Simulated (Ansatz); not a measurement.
# SiC (Moissanite 3C, F-43m): lattice thermal conductivity, part 2 of 3

Wanted: κ(T), lifetimes and mean free paths for SiC (Moissanite 3C).

Measurements to reproduce:
- thermal conductivity 360 W/m/K near room temperature (given in “Combining the AFLOW GIBBS and Elastic Libraries to efficiently and robustly screen thermo-mechanical properties of solids”, 2017, arXiv:1611.05714)

Ansatz 0.2.0; DFT LDA, scalar-relativistic, plane waves, PAW; PAW set soft_1.

So far. Step 2 (A first coarse run): The start is under -4.4 GPa at this level and looks like an insulator or semiconductor on this mesh. Step 4 (Relaxing to small residual forces and stress): The residual pressure is -5.3e-5 GPa, small enough for phonons. The relaxed cell has a = 4.329 Å (conventional setting).

## 5. Third-order constants on small settings

A small supercell and a short cutoff cost little, and show how far such settings carry.

The input, input.yaml:

```yaml
crystal:
  lattice:
    - [0.0, 2.1645341528, 2.1645341528]
    - [2.1645341528, 0.0, 2.1645341528]
    - [2.1645341528, 2.1645341528, 0.0]
  atoms:
    - { symbol: Si, position: [0.0, 0.0, 0.0] }
    - { symbol: C, position: [0.25, 0.25, 0.25] }
kpoints:
  mp_grid: { grid: [12, 12, 12] }
hamiltonian:
  xc: lda
  pseudopotentials: { kind: paw, azcp: { folder: soft_1 }, xc_functional: pbe }
scf:
  occupations: { method: fixed }
  lower_state_search: "off"
output:
  eigenvalues: true
phonons:
  method: fd
  dielectric: true
  supercell: [3, 3, 3]
  temperatures: { t_max: 1000, t_step: 50 }
  qpath:
    path:
      - [[0.0, 0.0, 0.0], [0.5, 0.0, 0.5], [0.5, 0.25, 0.75], [0.375, 0.375, 0.75], [0.0, 0.0, 0.0], [0.5, 0.5, 0.5], [0.625, 0.25, 0.625], [0.5, 0.25, 0.75], [0.5, 0.5, 0.5], [0.375, 0.375, 0.75]]
      - [[0.625, 0.25, 0.625], [0.5, 0.0, 0.5]]
    npoints: 10
  third_order: { supercell: [3, 3, 3], pair_cutoff: 2.025 }
  lattice_thermal_conductivity:
    qmesh: [15, 15, 15]
    temperatures: [100.0, 150.0, 200.0, 300.0, 400.0, 500.0, 600.0, 800.0]
    isotope_mass_variance:
      - { species: C, variance: 7.387e-05 }
      - { species: Si, variance: 0.0002007 }
```

The run is started by

```sh
$ ansatz run input.yaml --threads 18 --pin off --max-ram 92160MiB --backend cuda --events-out ev --progress --plain --runs-dir out --max-vram 78GiB
```

Numbers of over 12 decimals in the logs are rounded to 6 here.

Output:

```text
Warning: phonons: the dynamical matrix that this run interpolates holds no multipole term above the dipole-dipole one, and a site of this crystal is no centre of inversion, so its interpolated transverse optical and acoustic branches and sound speeds can stay off near Gamma, and the density of states and the thermodynamics with them. What a run solves at a wave vector of phonons.qpoints, Gamma apart, where the deck admits one, is free of this, and under fd what a larger phonons.supercell samples
Warning: phonons.dielectric: true without phonons.rigid_motions: the static dielectric tensor ε⁰ will be withheld (ε∞, Z* and the rows of modes are given); for a crystal or a slab, whose only rigid motions are the translations, set phonons.rigid_motions: translations
Warning: phonons.third_order: as it is cut ahead of every solve, the batch solves 29 displaced supercells where 21 would do. It runs under 24 of the 648 operations that the crystal's space group holds on the batch's supercell: the run's FFT boxes carry no more. The force constants lose no accuracy. For the smaller batch, try basis.xc_grid above 1 where it is 1, a denser FFT box (accuracy: high where it is lower, or a larger basis.ecutrho_ratio), or the same crystal shifted so that one of its atoms lies at the cell's origin: each can bring back operations that the batch needs, and none is sure to; [rest of the remark cut]
[...]
Crystal: 54 atoms, lattice volume = 547.630 Å³
Basis set: ecut = 420 eV, 10777 PW (Γ)
Bands: 162, of which v1, the nominal top of the filled ones, is band 108 counted from 1 (107 counted from 0)
Symmetry: 648 space group operations
k-points: 8 of 64 (time reversal used)
[...]
SCF iter   1: F=—  HF=-23009.538462 eV  |F-HF|=—  |Δ(HF+E_count)|=         —  Δρ=5.55e-8  dr2=5.88e-12  ethr=1.00e-12  ⟨swp⟩=3.0  Hψ=3049  notcnv=0
[...]
SCF iter   2: F=-23009.538462 eV  HF=-23009.538462 eV  |F-HF|=0.00e0  |Δ(HF+E_count)|=  3.64e-12  Δρ=3.07e-8  dr2=1.94e-12  ethr=1.00e-12  ⟨swp⟩=2.1  Hψ=2195  notcnv=0
SCF 1 converged in 2 iterations: F = -23009.538462 eV  dr2 = 1.94e-12
[...]
Crystal: 2 atoms, lattice volume = 20.283 Å³
Basis set: ecut = 420 eV, 411 PW (Γ), exchange–correlation on 48×48×48 points (8 copies of the dense FFT grid, shifted against one another)
Bands: 8, of which v1, the nominal top of the filled ones, is band 4 counted from 1 (3 counted from 0)
Symmetry: 24 space group operations
k-points: 280 of 1728 (irreducible under 4 space group operations, time reversal used)
[...]
SCF 2 converged in 3 iterations: F = -852.205129 eV  dr2 = 1.48e-12
[...]
--- Phonons: 2 displaced members + reference (amplitude 0.0025 Å, Σ member SCF iterations 14) ---
  symmetry images taken by strict's conditions (phonons.symmetry_images: auto; settled by the asymmetry read); asymmetry of the core-correction force 4.4e-7 eV/Å at the most on a site, 1.3e-5 eV/Å summed over every site of the supercell
  ASR residual: 6.151e-4 → 0.000e0 eV/Å²; symmetrization residual: 1.066e-4 eV/Å²
  largest component of a force at the reference: 5.9e-17 eV/Å
  ASR residual per site (eV/Å²): 9.66e-5 6.15e-4
  Γ frequencies (cm⁻¹): 0.00 0.00 0.00 797.82 797.82 797.82
  Unit cell's response to a homogeneous field, on a k mesh of 12×12×12: 1 representative field direction (Σ response iterations 7)
  ε∞ (high-frequency dielectric tensor):
        6.914809     0.000000     0.000000
       -0.000000     6.914809     0.000000
        0.000000    -0.000000     6.914809
  ε⁰ (static dielectric tensor): not given — the deck does not say what the cell's rigid motions are, and on a molecule in a box or a wire the rigid rotations would enter the sum over the modes at Γ. For a crystal or a slab, whose only rigid motions are the translations, set phonons.rigid_motions: translations.
  Born effective charges Z* (e; rows j = field, columns β = displacement):
    site 0:
         2.73152   -0.00000    0.00000
         0.00000    2.73152   -0.00000
         0.00000   -0.00000    2.73152
    site 1:
        -2.73152    0.00000   -0.00000
        -0.00000   -2.73152    0.00000
        -0.00000    0.00000   -2.73152
  Z* charge neutrality: 1.879e-6 e pre-enforcement
  k-mesh period / interband length: 36.7 Å / 2.12 Å = 17.35 at k = (0.0000, -0.5000, -0.5000), direct gap 4.537 eV — 14 or more, which is no proof of convergence
  optical modes at Γ without the LO–TO term, one row a degenerate level:
      ω (cm⁻¹)  modes    IR ((D/Å)²/amu)
        797.82      3            61.3819
  optical modes at Γ + LO–TO along q̂ = [1.0000, 0.0000, 0.0000]:
      ω (cm⁻¹)  modes    IR ((D/Å)²/amu)
        797.82      2            40.9213
        973.48      1            20.4606
  optical modes at Γ + LO–TO along q̂ = [0.0000, 1.0000, 0.0000]:
      ω (cm⁻¹)  modes    IR ((D/Å)²/amu)
        797.82      2            40.9213
        973.48      1            20.4606
  optical modes at Γ + LO–TO along q̂ = [0.0000, 0.0000, 1.0000]:
      ω (cm⁻¹)  modes    IR ((D/Å)²/amu)
        797.82      2            40.9213
        973.48      1            20.4606
  density of states and harmonic sums: on the 27×27×27 q-mesh, interpolated from the force constants of a 3×3×3 supercell (with the dipole–dipole term)
  largest difference from the sums on the solved wave vectors: F 1.38e-2 eV, S 2.36e-5 and C_V 9.41e-6 eV/K
  zero-point energy: 0.222024 eV/cell   skipped modes (ω ≤ 0): 3   left out of the sums: 2.54e-5 of the cell's modes: C_V's classical limit lies that fraction below 3 k_B per atom; for a crystal, a wire or a layer, F and S can be off by more, and a phonons.interpolated_qmesh denser along its periods is the remedy for the sampling
--- Third-order force constants: 36 member SCFs in a 3×3×3 supercell (pair cutoff 2.025 Å, amplitude 0.03 Å, SCF threshold 1.00e-9 eV, Σ member SCF iterations 280) ---
[...]
26 force-constant blocks with the first atom in the home cell, fitted with 10 parameters over 4 symmetry orbits; no atom triplet left out
  sum-rule residual: 2.272e0 → 4.311e-14 eV/Å³; symmetrization residual: 5.386e-2 eV/Å³; largest sum-rule correction relative to its orbit: 7.104e-2, on the orbit of the block of home site 0 with site 0 of cell (0, 0, 0) and site 0 of cell (0, 0, 0), whose norm before the correction was 1.542e2 eV/Å³
--- Lattice thermal conductivity: 15×15×15 mesh (120 irreducible points), tetrahedron method ---
  three-phonon and isotope scattering only; four-phonon, boundary and, in a metal, phonon-electron scattering are left out
  each conductivity is what the modes' populations carry and what the coherences between them add
  conductivity (a third of the tensor's trace), W/(m K), in the relaxation-time approximation and from the full solution:
       T (K)   relaxation time   full solution  iterations             ending  least Ritz value
      100.00         5832.9817       5761.7003           5          converged          9.133e-1
      150.00         3235.1719       3197.9346           5          converged          8.601e-1
      200.00         1884.7254       1869.6857           5          converged          8.422e-1
      300.00          900.5310        901.3251           6          converged          8.123e-1
      400.00          575.0509        579.0462           6          converged          7.959e-1
      500.00          423.3880        427.9782           6          converged          7.864e-1
      600.00          336.6572        341.1883           6          converged          7.803e-1
      800.00          240.9236        244.9412           6          converged          7.729e-1
```

The job ended after 43 s (1 × NVIDIA GB200 with 18 threads of Arm Neoverse V2, shared host; peak memory 2 GiB; 7.8 min of CPU time).

This step gave:

```yaml
gamma_frequencies: 0, 0, 0, 797.8, 797.8, 797.8 cm⁻¹ (negative: imaginary)
lowest_frequency_on_the_path: 0 cm⁻¹
zero_point_energy: 0.2220 eV/cell
point_group: -43m
highest_frequency: 973.5 cm⁻¹
debye_temperature_from_the_second_moment: 1189 K
kappa_at_300_k_relaxation_time: 900.5 W/m/K
kappa_at_300_k_full_solution: 901.3 W/m/K
dipole_term: run
mean_free_path_at_half_of_kappa: 2900 nm
share_of_kappa_above_the_three_lowest_branches: 0.001
third_order_blocks: 26
periodic_aliases_dropped: 0
largest_relative_sum_rule_correction: 0.07104
displaced_cells_third_order: 36
```

W/m/K. Kappa, by row:

| T (K) | RTA xx | RTA yy | RTA zz | full xx | full yy | full zz | coherence part xx | coherence part yy | coherence part zz | ending | iterations | least Ritz value |
| --- | --- | --- | --- | --- | --- | --- | --- | --- | --- | --- | --- | --- |
| 100 | 5833 | 5833 | 5833 | 5762 | 5762 | 5762 | 0.001636 | 0.001636 | 0.001636 | converged | 5 | 0.913 |
| 150 | 3235 | 3235 | 3235 | 3198 | 3198 | 3198 | 0.005255 | 0.005255 | 0.005255 | converged | 5 | 0.86 |
| 200 | 1885 | 1885 | 1885 | 1870 | 1870 | 1870 | 0.01267 | 0.01267 | 0.01267 | converged | 5 | 0.842 |
| 300 | 900.5 | 900.5 | 900.5 | 901.3 | 901.3 | 901.3 | 0.03481 | 0.03481 | 0.03481 | converged | 6 | 0.812 |
| 400 | 575.1 | 575.1 | 575.1 | 579 | 579 | 579 | 0.05836 | 0.05836 | 0.05836 | converged | 6 | 0.796 |
| 500 | 423.4 | 423.4 | 423.4 | 428 | 428 | 428 | 0.07989 | 0.07989 | 0.07989 | converged | 6 | 0.786 |
| 600 | 336.7 | 336.7 | 336.7 | 341.2 | 341.2 | 341.2 | 0.09908 | 0.09908 | 0.09908 | converged | 6 | 0.78 |
| 800 | 240.9 | 240.9 | 240.9 | 244.9 | 244.9 | 244.9 | 0.1317 | 0.1317 | 0.1317 | converged | 6 | 0.773 |

This rung gives 900 W/(m K) at 300 K by relaxation time, but with 54 atoms, 1 neighbour distance inside the cutoff and a 15×15×15 mesh it is a test, not the conductivity of the crystal.

(Continued in part 3 of 3.)

[Logs are printed without paths, hosts, clocks, repeated set-up lines and the standing remarks that a program may print on its own settings, such as how far it seeks lower states.]

[Hosts, paths, dates, database ids (printed as entryN), source tags and the programs' standing remarks are cut or masked in the printed files.]

[A step with changed settings may run another functional than the one named; its input shows which.]
